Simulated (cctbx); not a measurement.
# From intensities to atoms

Cell a = 5.4730 Å, b = 5.4730 Å, c = 3.7770 Å, α = 90.00°, β = 90.00°, γ = 120.00°; space group P6/mmm (no. 191); content Ho1 Ca2.

Simulated single-crystal data (cctbx): Mo Kα, λ = 0.71073 Å, to d = 0.84 Å, 70 % of the full sphere, strongest reflection 70000 counts, noise from counting, a 1.5 % proportional error and a noise floor of 2 counts (s.d.); no absorption.

Charge flipping in P1 on normalised amplitudes to 0.84 Å, δ = 1.1 σ, 20 % of the reflections treated as weak, 150 cycles:

```text
cycle      R  skewness
    0  0.450     0.33
   12  0.298     6.02
   24  0.207     5.65
   36  0.221     5.47
   48  0.233     5.37
   60  0.211     5.46
   72  0.211     5.34
   84  0.198     5.46
   96  0.207     5.22
  108  0.207     5.65
  120  0.211     5.50
  132  0.218     5.44
  144  0.209     5.28
origin shift          correlation  skewness
 0.328  0.702  0.421      0.897      3.98
 0.675  0.314 -0.025      0.865      8.62
 0.447  0.123  0.060      0.854      0.67
 0.613  0.246  0.319      0.802      1.05
taken: symmetry correlation 0.865, skewness 8.62
peak      x       y       z  mult  height/sigma
Q1    0.0000  0.0000  0.5000    1     21.3
Q2    0.3333  0.6667  0.0000    2      4.9
Q3    0.1617  0.3233  0.0000    6      1.4
Q4    0.0000  0.2214  0.5000    6      1.3
Q5    0.0000  0.0000  0.2169    2      1.0
Q6    0.0976  0.5488  0.0000    6      0.8
Q7    0.2571  0.5142  0.2221   12      0.7
```

The origin is taken among those within 0.04 of the best correlation, by the skewness of the map.

Run time: 0.53 s on 1 thread of Arm Neoverse N1 (shared host), peak memory 0.07 GiB.

**Question.** Which peaks are atoms, and which elements?

Heights go roughly as Z and multiplicities must add up to the content. First model: Q1 = Ho1 (1 in the cell, height 21.3) and Q2 = Ca1 (2 in the cell, height 4.9). Against the true structure, Q1 is Ho and Q2 is Ca; the other peaks are not atoms.

Least squares on F², isotropic:

```text
Rint 0.012, 52 unique reflections to 0.85 A
cycle     R1     wR2    GooF  max shift (A)
   1  0.0565  0.1226  20.001   0.00000
   2  0.0026  0.0054   0.877   0.00000
final R1 0.0026 wR2 0.0054 GooF 0.877  parameters 2  data/parameter 26.0
atom        x        y        z      Ueq    occ   su(xyz)  su(Uiso or U11)
Ho1    0.00000  0.00000  0.50000   0.0127  1.000  0.00000  0.0001
Ca1    0.33333  0.66667  0.00000   0.0188  1.000  0.00000  0.0001
difference map: max 0.11 min -0.09 rms 0.03
Q1    0.0813  0.1627  0.0000    6    0.11  2.04 A from Ho1
Q2    0.0000  0.0000  0.0000    1    0.10  1.89 A from Ho1
Q3    0.3333  0.6667  0.2582    4    0.08  0.98 A from Ca1
Q4    0.0000  0.5000  0.3455    6    0.07  2.05 A from Ca1
Q5    0.2146  0.4292  0.2805   12    0.06  1.55 A from Ca1
```

Anisotropic refinement:

```text
Rint 0.012, 52 unique reflections to 0.85 A
cycle     R1     wR2    GooF  max shift (A)
   1  0.0027  0.0055   0.916   0.00000
   2  0.0026  0.0054   0.892   0.00000
final R1 0.0026 wR2 0.0054 GooF 0.892  parameters 4  data/parameter 13.0
atom        x        y        z      Ueq    occ   su(xyz)  su(Uiso or U11)
Ho1    0.00000  0.00000  0.50000   0.0127  1.000  0.00000  0.0001
Ca1    0.33333  0.66667  0.00000   0.0188  1.000  0.00000  0.0001
difference map: max 0.11 min -0.09 rms 0.03
Q1    0.0815  0.1629  0.0000    6    0.11  2.04 A from Ho1
Q2    0.0000  0.0000  0.0000    1    0.10  1.89 A from Ho1
Q3    0.3333  0.6667  0.2487    4    0.08  0.94 A from Ca1
Q4    0.0000  0.5000  0.3446    6    0.07  2.05 A from Ca1
Q5    0.2144  0.4287  0.2840   12    0.06  1.56 A from Ca1
Q6    0.1009  0.2019  0.2573   12    0.05  1.33 A from Ho1
```

**Reading.** The refinement ends at R1 = 0.0026, wR2 = 0.0054, GooF = 0.89, with difference density between -0.09 and 0.11 e/Å³. Every site matches the true model in element, within 0.001 Å r.m.s., up to an allowed shift of origin.

True model:

```csv
atom,mult.,x,y,z,Ueq (Å²)
Ho1,1,0,0,0,0.0128
Ca1,2,1/3,2/3,1/2,0.0190
```

This is a model crystal, built by substitution and not relaxed, with assumed displacement parameters.

[Middle refinement cycles are left out of these outputs.]

[Logs are printed without paths, hosts, clocks, repeated set-up lines and the standing remarks that a program may print on its own settings, such as how far it seeks lower states.]
